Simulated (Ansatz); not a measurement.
# LiH (Fm-3m): a volume series of phonon spectra, part 2 of 4

Which modes of LiH drive its thermal expansion?

Experimental results on record:
- heat capacity C_P per formula unit 28.1 J/mol/K and bulk modulus 33.7 GPa near room temperature (given in “High-Throughput Prediction of Finite-Temperature Properties using the Quasi-Harmonic Approximation”, 2016, arXiv:1603.06924)

Ansatz 0.2.0; DFT LDA, scalar-relativistic, plane waves, PAW.

So far. Step 2 (A first coarse run): The start is under -4.1 GPa at this level and looks like an insulator or semiconductor on this mesh. Step 5 (Tight relaxation): The residual pressure is -6.4e-4 GPa, small enough for phonons.

The database entry behind the starting cell differs from later determinations by our own check (the deuteride, about 0.2 % short), so it need not match the best structure at ambient conditions.

### Step 6. Phonons, V/V0 1

The same q-mesh and k-mesh are kept at every volume, so that much of their error can cancel in the differences.

Contents of input.yaml:

```yaml
crystal:
  lattice:
    - [0.0, 1.9544637562, 1.9544637562]
    - [1.9544637562, 0.0, 1.9544637562]
    - [1.9544637562, 1.9544637562, 0.0]
  atoms:
    - { symbol: Li, position: [0.0, 0.0, 0.0] }
    - { symbol: H, position: [0.5, 0.5, 0.5] }
kpoints:
  mp_grid: { grid: [12, 12, 12] }
hamiltonian:
  xc: lda
scf:
  occupations: { method: fixed }
output:
  eigenvalues: true
phonons:
  method: dfpt
  dielectric: true
  rigid_motions: translations
  qmesh: [4, 4, 4]
  temperatures: { t_max: 1000, t_step: 50 }
  qpath:
    path:
      - [[0.0, 0.0, 0.0], [0.5, 0.0, 0.5], [0.625, 0.25, 0.625]]
      - [[0.375, 0.375, 0.75], [0.0, 0.0, 0.0], [0.5, 0.5, 0.5], [0.5, 0.25, 0.75], [0.5, 0.0, 0.5]]
    npoints: 10
```

Run with:

```bash
ansatz run input.yaml --threads 4 --pin off --max-ram 16384MiB --backend cpu --events-out ev --progress --plain --runs-dir out
```

Output:

```text
[...]
Crystal: 2 atoms, lattice volume = 14.932 Å³
Basis set: ecut = 420 eV, 283 PW (Γ), exchange–correlation on 40×40×40 points (8 copies of the dense FFT grid, shifted against one another)
Bands: 6, of which v1, the nominal top of the filled ones, is band 2 counted from 1 (1 counted from 0)
Symmetry: 48 space group operations
k-points: 163 of 1728 (irreducible under 8 space group operations, time reversal used)
[...]
SCF iter   1: F=—  HF=-218.224456 eV  |F-HF|=—  |Δ(HF+E_count)|=         —  Δρ=1.27e-2  dr2=1.48e-2  ethr=1.77e-3  ⟨swp⟩=3.4  Hψ=6532  notcnv=0  defer=292
[...]
SCF iter   6: F=-218.214487 eV  HF=-218.214487 eV  |F-HF|=1.71e-13  |Δ(HF+E_count)|=  3.50e-11  Δρ=8.36e-8  dr2=4.01e-13  ethr=2.50e-12  ⟨swp⟩=5.2  Hψ=2959  notcnv=0
SCF 1 converged in 6 iterations: F = -218.214487 eV  dr2 = 4.01e-13
[...]
NSCF: frozen V_eff on 1 k-points
DFPT response loops at Γ: preconditioner auto → none (the input reference at scf.mixing.eps_inf says where Resta's filter doesn't serve); β = 0.50; Broyden in place of MSR1
── the response to a field inside a basis, on 14×14×14 k-points: an SCF that follows is theirs, and a resumed run solves both again ──
Bands: 3, of which v1, the nominal top of the filled ones, is band 2 counted from 1 (1 counted from 0)
k-points: 280 of 2744 (irreducible under 12 space group operations)
[...]
Eigensolver: Dense (280 Hₖ)
SCF iter   1: F=—  HF=-218.215038 eV  |F-HF|=—  |Δ(HF+E_count)|=         —  Δρ=3.13e-4  dr2=1.78e-6  ethr=1.00e-1
[...]
SCF iter   3: F=-218.215041 eV  HF=-218.215041 eV  |F-HF|=2.79e-10  |Δ(HF+E_count)|=   6.32e-7  Δρ=3.28e-6  dr2=2.00e-10  ethr=1.09e-8
SCF 1 converged in 3 iterations: F = -218.215041 eV  dr2 = 2.00e-10
[...]
WARN: field response: ε∞ stands inside a basis, on 14×14×14 points; the force constants stand on the 12×12×12 k-mesh, whose period is 13.89 times the interband length at k = (0.0000, -0.5000, -0.5000), direct gap 2.540 eV, under 14: take them and everything formed from them as unconverged, and compare with a denser kpoints.mp_grid
[...]
SCF converged after 6 iterations
Free energy (F): -218.214487 eV
[...]
Internal energy: -218.214487 eV  (E = F + TS)
E sigma→0 (E₀):  -218.214487 eV
Fermi energy:    1.142786 eV
[...]
--- Band table (eV; the first three rows and the last of 163) ---
[...]
--- Phonons (Γ-DFPT): 2 representative perturbations + reference, on 163 of 1728 k-points (Σ response iterations 6) ---
  k mesh reduced under 8 symmetry operations, with k and −k counted as one. Each operation leaves every solved perturbation unchanged. A smaller set is not considered because the run solves the response to a homogeneous field
  ASR residual: 3.798e-5 → 0.000e0 eV/Å²; symmetrization residual: 7.466e-9 eV/Å²
  ASR residual per site (eV/Å²): 2.27e-5 3.80e-5
  Γ frequencies (cm⁻¹): 0.00 0.00 0.00 648.18 648.18 648.18
  ε∞ (high-frequency dielectric tensor):
        4.980767    -0.000000    -0.000000
       -0.000000     4.980767     0.000000
       -0.000000     0.000000     4.980767
  ε⁰ (static dielectric tensor: ions relaxed, cell fixed):
       14.334712     0.000000     0.000000
        0.000000    14.334712    -0.000000
        0.000000    -0.000000    14.334712
  ε⁰ − ε∞ (ionic part):
        9.353945     0.000000     0.000000
        0.000000     9.353945    -0.000000
        0.000000    -0.000000     9.353945
  softest optical mode at Γ: 648.18 cm⁻¹; the repairs (sum rule, projections) moved no ω² at Γ by more than (3.20 cm⁻¹)²
  Born effective charges Z* (e; rows j = field, columns β = displacement):
    site 0:
         1.02451    0.00000    0.00000
        -0.00000    1.02451   -0.00000
         0.00000    0.00000    1.02451
    site 1:
        -1.02451   -0.00000   -0.00000
         0.00000   -1.02451    0.00000
        -0.00000   -0.00000   -1.02451
  Z* charge neutrality: 1.676e-4 e pre-enforcement
  solved inside a basis spanned on kpoints, on 14×14×14 k-points, its susceptibility summed on 16×16×16: ε∞ is read to err by 2.0e-2, Z* by 7.1e-3 e (field_mesh: kpoints solves on kpoints); Z* is corrected for what the basis lacks
  optical modes at Γ without the LO–TO term, one row a degenerate level:
      ω (cm⁻¹)  modes    IR ((D/Å)²/amu)
        648.18      3            82.5384
  optical modes at Γ + LO–TO along q̂ = [1.0000, 0.0000, 0.0000]:
      ω (cm⁻¹)  modes    IR ((D/Å)²/amu)
        648.18      2            55.0256
       1099.61      1            27.5128
  optical modes at Γ + LO–TO along q̂ = [0.0000, 1.0000, 0.0000]:
      ω (cm⁻¹)  modes    IR ((D/Å)²/amu)
        648.18      2            55.0256
       1099.61      1            27.5128
  optical modes at Γ + LO–TO along q̂ = [0.0000, 0.0000, 1.0000]:
      ω (cm⁻¹)  modes    IR ((D/Å)²/amu)
        648.18      2            55.0256
       1099.61      1            27.5128
--- Phonons (arbitrary-q DFPT): 8 irreducible q on the 4×4×4 mesh ---
  q = [0.0000, 0.0000, 0.0000] (star 1, of the zone-centre solve; hermiticity 1.10e-8, symmetrization 1.48e-14): -0.00 -0.00 0.00 648.18 648.18 648.18
  q = [0.0000, 0.0000, 0.2500] (star 8, 2 solved perturbations on 936 of 1728 k-point pairs; hermiticity 2.54e-8, symmetrization 8.02e-14): 219.20 219.20 370.20 780.44 780.44 1100.18
[...]
q = [0.0000, 0.2500, 0.2500] (star 6, 4 solved perturbations in 1608 linear systems a pass and spin channel, the states on 510 of 1728 k-point pairs; hermiticity 2.87e-8, symmetrization 7.81e-14): 259.48 259.48 364.68 768.34 768.34 1080.28
[...]
sum rule: each row above includes the acoustic sum rule's correction from the zone centre's row sums; it moved no ω² by more than (3.20 cm⁻¹)²
  mesh force constants: q→R imaginary residual 1.46e-18; ASR residual 3.798e-5 → 0.000e0 eV/Å²; symmetrization residual 2.220e-15 eV/Å²
  interpolated dispersion: 63 rows × 6 modes
  density of states and harmonic sums: on the 28×28×28 q-mesh, interpolated from the force constants of a 4×4×4 supercell (with the dipole–dipole term)
  largest difference from the sums on the solved wave vectors: F 7.07e-3 eV, S 1.13e-5 and C_V 3.87e-6 eV/K
  zero-point energy: 0.235290 eV/cell   skipped modes (ω ≤ 0): 3   left out of the sums: 2.28e-5 of the cell's modes: C_V's classical limit lies that fraction below 3 k_B per atom; for a crystal, a wire or a layer, F and S can be off by more, and a phonons.interpolated_qmesh denser along its periods is the remedy for the sampling
```

Wall time 19 s (4 threads of Intel Xeon Platinum 8375C at 2.90GHz (Ice Lake), shared host); peak memory 0.66 GiB.

This step gave:

| Item | Value |
| --- | --- |
| Γ frequencies | 0, 0, 0, 648.2, 648.2, 648.2 cm⁻¹ (negative: imaginary) |
| lowest frequency on the path | 0 cm⁻¹ |
| zero-point energy | 0.2353 eV/cell |
| point group | m-3m |
| highest frequency | 1104 cm⁻¹ |
| Debye temperature from the second moment | 1299 K |

LO-TO term included. Phonon branches along the path, in cm⁻¹:

| point | branch 1 | branch 2 | branch 3 | branch 4 | branch 5 | branch 6 |
| --- | --- | --- | --- | --- | --- | --- |
| Γ | 0 | 0 | 0 | 648 | 648 | 1100 |
| halfway | 260 | 260 | 365 | 768 | 768 | 1080 |
| X | 337 | 337 | 450 | 862 | 862 | 1048 |
| halfway | 336 | 360 | 444 | 862 | 895 | 1035 |
| U | 333 | 412 | 423 | 860 | 962 | 996 |
| jump to K | 333 | 412 | 423 | 860 | 962 | 996 |
| halfway | 242 | 287 | 402 | 804 | 809 | 1083 |
| Γ | 0 | 0 | 0 | 648 | 648 | 1100 |
| halfway | 219 | 219 | 370 | 780 | 780 | 1100 |
| L | 300 | 300 | 540 | 835 | 835 | 1077 |
| halfway | 321 | 353 | 486 | 853 | 900 | 1040 |
| W | 374 | 403 | 403 | 914 | 960 | 960 |
| halfway | 356 | 360 | 437 | 890 | 895 | 1023 |
| X | 337 | 337 | 450 | 862 | 862 | 1048 |

The phonon branches as a text plot (rows in cm⁻¹):

```
   1081 |********              **********************
   1035 |        ********   ***                      ***     ****
    989 |                ***                            ** **
    943 |               *****                           ****
    897 |              *     **                      **********
    851 |         **************               *********       **
    805 |       **              *            **
    759 |    ***                 ***       **
    713 |   *                     ***     *
    667 |***                        ******
    621 |
    575 |
    529 |                                      ******
    483 |                                     *      ***
    437 |        ***************             *          *   *****
    391 |       *       *****   *           *          *******
    345 |      *  ********** *** *                  ******  *****
    299 |    ** **          *** *          *   ********
    253 |   *  *               *****      *  **
    207 |    **                  ****      **
    161 |  **                     **     **
    115 |  *                        **   *
     69 | *                          *  *
     23 |*                            **
         Γ           X  U|K            Γ         L        W     X
```

The phonon density of states has structure finer than the step of the table below, so its rows give means over 50 cm⁻¹, whole bins alone (the curve runs from 5 to 1105 cm⁻¹). Peaks (cm⁻¹: height): 335.0: 0.0214, 445.0: 0.0183, 845.0: 0.0223, 1045.0: 0.0124.

Tetrahedra on 28 28 28, mean over bins of 10 cm⁻¹. Phonon density of states against wavenumber; means over each step:

| wavenumber (cm⁻¹) | phonon density of states (1/cm⁻¹/cell) |
| --- | --- |
| 50 | 7.1e-5 |
| 100 | 3.3e-4 |
| 150 | 9.3e-4 |
| 200 | 0.00227 |
| 250 | 0.00539 |
| 300 | 0.0153 |
| 350 | 0.0146 |
| 400 | 0.00605 |
| 450 | 0.0113 |
| 500 | 0.00345 |
| 550 | 2.9e-4 |
| 600 | 0 |
| 650 | 1.8e-4 |
| 700 | 0.00104 |
| 750 | 0.00265 |
| 800 | 0.00704 |
| 850 | 0.0186 |
| 900 | 0.00763 |
| 950 | 0.00293 |
| 1000 | 0.00404 |
| 1050 | 0.0108 |

Harmonic. Thermo, by row:

| T (K) | F_vib (meV/atom) | S (J/mol-atom/K) | C_V (J/mol-atom/K) |
| --- | --- | --- | --- |
| 0 | 117.7 | 0 | 0 |
| 50 | 117.6 | 0.062 | 0.243 |
| 100 | 117.5 | 0.8 | 2.51 |
| 150 | 116.7 | 2.409 | 5.611 |
| 200 | 114.9 | 4.413 | 8.396 |
| 250 | 112.1 | 6.557 | 10.86 |
| 300 | 108.1 | 8.731 | 13.01 |
| 350 | 103 | 10.88 | 14.84 |
| 400 | 96.83 | 12.96 | 16.36 |
| 450 | 89.59 | 14.96 | 17.62 |
| 500 | 81.34 | 16.88 | 18.65 |
| 550 | 72.12 | 18.69 | 19.5 |
| 600 | 61.98 | 20.42 | 20.2 |
| 650 | 50.97 | 22.06 | 20.79 |
| 700 | 39.13 | 23.62 | 21.27 |
| 750 | 26.5 | 25.1 | 21.69 |
| 800 | 13.12 | 26.52 | 22.04 |
| 850 | -0.97 | 27.86 | 22.33 |
| 900 | -15.74 | 29.14 | 22.59 |
| 950 | -31.17 | 30.37 | 22.81 |
| 1000 | -47.21 | 31.55 | 23 |

The modes has structure finer than the step of the table below, so its rows give means over 50 cm⁻¹, whole bins alone (the curve runs from -10 to 1147 cm⁻¹). Peaks (cm⁻¹: height): H 848.8: 0.0210, 1045.4: 0.0114; Li 324.8: 0.0198, 441.3: 0.0146.

Phonopy on the run's constants, 21x21x21 mesh, Gaussian sigma 8.3 cm⁻¹. The modes by wavenumber; means over each step; values in 1/cm⁻¹/cell:

| wavenumber (cm⁻¹) | H | Li |
| --- | --- | --- |
| 50 | 6.6e-6 | 6.7e-5 |
| 100 | 3.4e-5 | 2.9e-4 |
| 150 | 8.1e-5 | 8.7e-4 |
| 200 | 1.4e-4 | 0.00216 |
| 250 | 2.0e-4 | 0.00527 |
| 300 | 2.1e-4 | 0.0150 |
| 350 | 1.5e-4 | 0.0143 |
| 400 | 1.1e-4 | 0.00634 |
| 450 | 1.2e-4 | 0.0107 |
| 500 | 3.1e-5 | 0.00350 |
| 550 | 1.5e-6 | 3.6e-4 |
| 600 | 0 | 0 |
| 650 | 1.8e-4 | 2.3e-5 |
| 700 | 9.6e-4 | 8.9e-5 |
| 750 | 0.00253 | 1.5e-4 |
| 800 | 0.00713 | 2.0e-4 |
| 850 | 0.0179 | 1.4e-4 |
| 900 | 0.00778 | 3.2e-5 |
| 950 | 0.00302 | 4.4e-6 |
| 1000 | 0.00413 | 3.7e-6 |
| 1050 | 0.0104 | 1.2e-4 |
| 1100 | 0.00489 | 3.1e-4 |

Born charge (rows field, columns displacement) (e), principal values of the symmetric part by kind of site:

| atom | atoms with these values | low | middle | high | mean |
| --- | --- | --- | --- | --- | --- |
| Li1 | 1 | 1.02 | 1.02 | 1.02 | 1.02 |
| H2 | 1 | -1.02 | -1.02 | -1.02 | -1.02 |

In full for H2:

```
-1.02  0.00  0.00
 0.00 -1.02  0.00
 0.00  0.00 -1.02
```

ε∞:

```
4.98 0.00 0.00
0.00 4.98 0.00
0.00 0.00 4.98
```

No LO-TO term. Modes at Γ, with each element's share of the kinetic energy:

| mode | frequency (cm⁻¹) | symmetry | Li % | H % |
| --- | --- | --- | --- | --- |
| 1 | 0.0 | T1u | 87 | 13 |
| 2 | 0.0 | T1u | 87 | 13 |
| 3 | 0.0 | T1u | 87 | 13 |
| 4 | 648.2 | T1u | 13 | 87 |
| 5 | 648.2 | T1u | 13 | 87 |
| 6 | 648.2 | T1u | 13 | 87 |

Displacements in mode 6 (648.2 cm⁻¹), the largest set to 1:
```
Li1  0.00 -0.03 -0.15
H2   0.00  0.22  1.00
```

No mode is imaginary beyond numerical noise at the solved wavevectors.

### Step 7. A cell at another volume, V/V0 1.015

Symmetry fixes every atom, so a single point at the scaled cell gives the energy and pressure of this member.

input.yaml, the sections that differ from step 6:

```yaml
crystal:
  lattice:
    - [0.0, 1.9641876165, 1.9641876165]
    - [1.9641876165, 0.0, 1.9641876165]
    - [1.9641876165, 1.9641876165, 0.0]
  atoms:
    - { symbol: Li, position: [0.0, 0.0, 0.0] }
    - { symbol: H, position: [0.5, 0.5, 0.5] }
output:
  forces: true
  stress: true
  eigenvalues: true
# kpoints, hamiltonian, scf: as in step 6
# phonons: removed
```

Output:

```text
[...]
Crystal: 2 atoms, lattice volume = 15.156 Å³
Basis set: ecut = 420 eV, 307 PW (Γ)
Bands: 6, of which v1, the nominal top of the filled ones, is band 2 counted from 1 (1 counted from 0)
Symmetry: 48 space group operations
[...]
k-points: 72 of 1728
[...]
SCF iter   1: F=—  HF=-218.224056 eV  |F-HF|=—  |Δ(HF+E_count)|=         —  Δρ=1.26e-2  dr2=1.50e-2  ethr=1.77e-3  ⟨swp⟩=3.3  Hψ=2868  notcnv=0  defer=122
[...]
SCF iter   6: F=-218.214074 eV  HF=-218.214074 eV  |F-HF|=1.71e-13  |Δ(HF+E_count)|=  1.19e-11  Δρ=9.45e-8  dr2=5.05e-13  ethr=2.12e-11  ⟨swp⟩=2.6  Hψ=2060  notcnv=0
SCF 1 converged in 6 iterations: F = -218.214074 eV  dr2 = 5.05e-13
[...]
SCF converged after 6 iterations
Free energy (F): -218.214074 eV
[...]
Internal energy: -218.214074 eV  (E = F + TS)
E sigma→0 (E₀):  -218.214074 eV
Fermi energy:    1.057105 eV
[...]
--- Stress (GPa, compression-positive) ---
       -0.590036       0.000000       0.000000
        0.000000      -0.590036      -0.000000
       -0.000000       0.000000      -0.590036
  P = ⅓ Tr σ = -0.5900 GPa (-5.900 kbar)
--- Band table (eV; the first three rows and the last of 72) ---
[...]
```

Run time: 1.5 s. Hardware: 4 threads; peak memory 0.31 GiB; 1.8 s of CPU time.

Numbers from this step:

```yaml
pressure: -0.5900 GPa
gap_on_the_k_mesh: 2.555 eV
volume_per_atom: 7.578 Å³
```

At this level the gap is 2.56 eV on the k-mesh of the self-consistent run, which can miss the band edges.

### Step 8. Phonons, V/V0 1.015

Phonons at this volume give one point of F(V, T); meshes stay fixed along the series.

input.yaml, the sections that differ from step 7:

```yaml
output:
  eigenvalues: true
phonons:
  method: dfpt
  dielectric: true
  rigid_motions: translations
  qmesh: [4, 4, 4]
  temperatures: { t_max: 1000, t_step: 50 }
  qpath:
    path:
      - [[0.0, 0.0, 0.0], [0.5, 0.0, 0.5], [0.625, 0.25, 0.625]]
      - [[0.375, 0.375, 0.75], [0.0, 0.0, 0.0], [0.5, 0.5, 0.5], [0.5, 0.25, 0.75], [0.5, 0.0, 0.5]]
    npoints: 10
# crystal, kpoints, hamiltonian, scf: as in step 7
```

Output:

```text
[...]
Crystal: 2 atoms, lattice volume = 15.156 Å³
Basis set: ecut = 420 eV, 307 PW (Γ), exchange–correlation on 40×40×40 points (8 copies of the dense FFT grid, shifted against one another)
Bands: 6, of which v1, the nominal top of the filled ones, is band 2 counted from 1 (1 counted from 0)
Symmetry: 48 space group operations
k-points: 163 of 1728 (irreducible under 8 space group operations, time reversal used)
[...]
optical modes at Γ + LO–TO along q̂ = [0.0000, 1.0000, 0.0000]:
      ω (cm⁻¹)  modes    IR ((D/Å)²/amu)
        633.65      2            55.1375
       1089.18      1            27.5688
  optical modes at Γ + LO–TO along q̂ = [0.0000, 0.0000, 1.0000]:
      ω (cm⁻¹)  modes    IR ((D/Å)²/amu)
        633.65      2            55.1375
       1089.18      1            27.5688
--- Phonons (arbitrary-q DFPT): 8 irreducible q on the 4×4×4 mesh ---
[...]
interpolated dispersion: 63 rows × 6 modes
[...]
[key lines of the parts left out:]
SCF converged after 6 iterations
Free energy (F): -218.214074 eV
Fermi energy:    1.057105 eV
```

It took 18 s on 4 threads; peak memory 0.67 GiB; 66 s of CPU time.

LO-TO term included. The phonon branches at the labelled points (cm⁻¹):

| point | branch 1 | branch 2 | branch 3 | branch 4 | branch 5 | branch 6 |
| --- | --- | --- | --- | --- | --- | --- |
| Γ | 0 | 0 | 0 | 634 | 634 | 1089 |
| halfway | 257 | 257 | 357 | 754 | 754 | 1070 |
| X | 332 | 332 | 442 | 849 | 849 | 1037 |
| halfway | 332 | 355 | 435 | 849 | 882 | 1024 |
| U | 327 | 406 | 415 | 847 | 950 | 984 |
| jump to K | 327 | 406 | 415 | 847 | 950 | 984 |
| halfway | 236 | 284 | 396 | 790 | 795 | 1072 |
| Γ | 0 | 0 | 0 | 634 | 634 | 1089 |
| halfway | 215 | 215 | 366 | 766 | 766 | 1089 |
| L | 294 | 294 | 533 | 821 | 821 | 1066 |
| halfway | 315 | 347 | 479 | 839 | 887 | 1028 |
| W | 368 | 396 | 396 | 901 | 948 | 948 |
| halfway | 350 | 355 | 429 | 877 | 882 | 1012 |
| X | 332 | 332 | 442 | 849 | 849 | 1037 |

The phonon branches as a text plot (rows in cm⁻¹):

```
   1071 |********              **********************
   1025 |        ********   ***                      ***      ***
    980 |                ***                            *  ***
    934 |                ***                            ****
    889 |              **   ***                      *** ******
    843 |         **************                 ********      **
    797 |       **             **            ****
    752 |      *                 *         **
    706 |   ***                   **      *
    661 | **                        **  **
    615 |*                            **
    570 |
    524 |                                      ******
    478 |                                     *      ***
    433 |        ***************             *          *   *****
    387 |       *       *****   *           *           *****
    342 |      *  ********** **  *                   *****  *****
    296 |    ** **          *****          *   ********
    251 |   *  *               *****      *  **
    205 |    **                  ****      **
    159 |  **                     **     **
    114 |  *                        **   *
     68 | *                          *  *
     23 |*                            **
         Γ           X  U|K            Γ         L        W     X
```

No mode is imaginary beyond numerical noise at the solved wavevectors. The highest zone-centre mode (no LO–TO term) moved by -2.2 % for a volume change of +1.5 %.

### Step 9. Single point at a scaled cell, V/V0 0.985

Symmetry fixes every atom, so a single point at the scaled cell gives the energy and pressure of this member.

input.yaml, the sections that differ from step 8:

```yaml
crystal:
  lattice:
    - [0.0, 1.9446421645, 1.9446421645]
    - [1.9446421645, 0.0, 1.9446421645]
    - [1.9446421645, 1.9446421645, 0.0]
  atoms:
    - { symbol: Li, position: [0.0, 0.0, 0.0] }
    - { symbol: H, position: [0.5, 0.5, 0.5] }
output:
  forces: true
  stress: true
  eigenvalues: true
  write_density: true
  write_potential: true
  elf: true
  volumetric_format: npy
# kpoints, hamiltonian, scf: as in step 8
# phonons: removed
```

Output:

```text
[...]
Crystal: 2 atoms, lattice volume = 14.708 Å³
Basis set: ecut = 420 eV, 283 PW (Γ)
Bands: 6, of which v1, the nominal top of the filled ones, is band 2 counted from 1 (1 counted from 0)
Symmetry: 48 space group operations
[...]
k-points: 72 of 1728
[...]
Free energy (F): -218.214042 eV
[...]
Internal energy: -218.214042 eV  (E = F + TS)
E sigma→0 (E₀):  -218.214042 eV
Fermi energy:    1.231121 eV
[...]
--- Stress (GPa, compression-positive) ---
        0.628104       0.000000       0.000000
        0.000000       0.628104       0.000000
        0.000000       0.000000       0.628104
  P = ⅓ Tr σ = 0.6281 GPa (6.281 kbar)
--- Band table (eV; the first three rows and the last of 72) ---
[...]
[key lines of the parts left out:]
SCF converged after 6 iterations
```

It took 1.5 s on 4 threads; peak memory 0.31 GiB.

The run ends at a pressure of 0.63 GPa.

(Part 2 of 4 ends here.)

[Logs are printed without paths, hosts, clocks, repeated set-up lines and the standing remarks that a program may print on its own settings, such as how far it seeks lower states.]

[Hosts, paths, dates, database ids (printed as entryN), source tags and the programs' standing remarks are cut or masked in the printed files.]

[A step with changed settings may run another functional than the one named; its input shows which.]

[Of the runs on displaced cells, only some may be shown.]
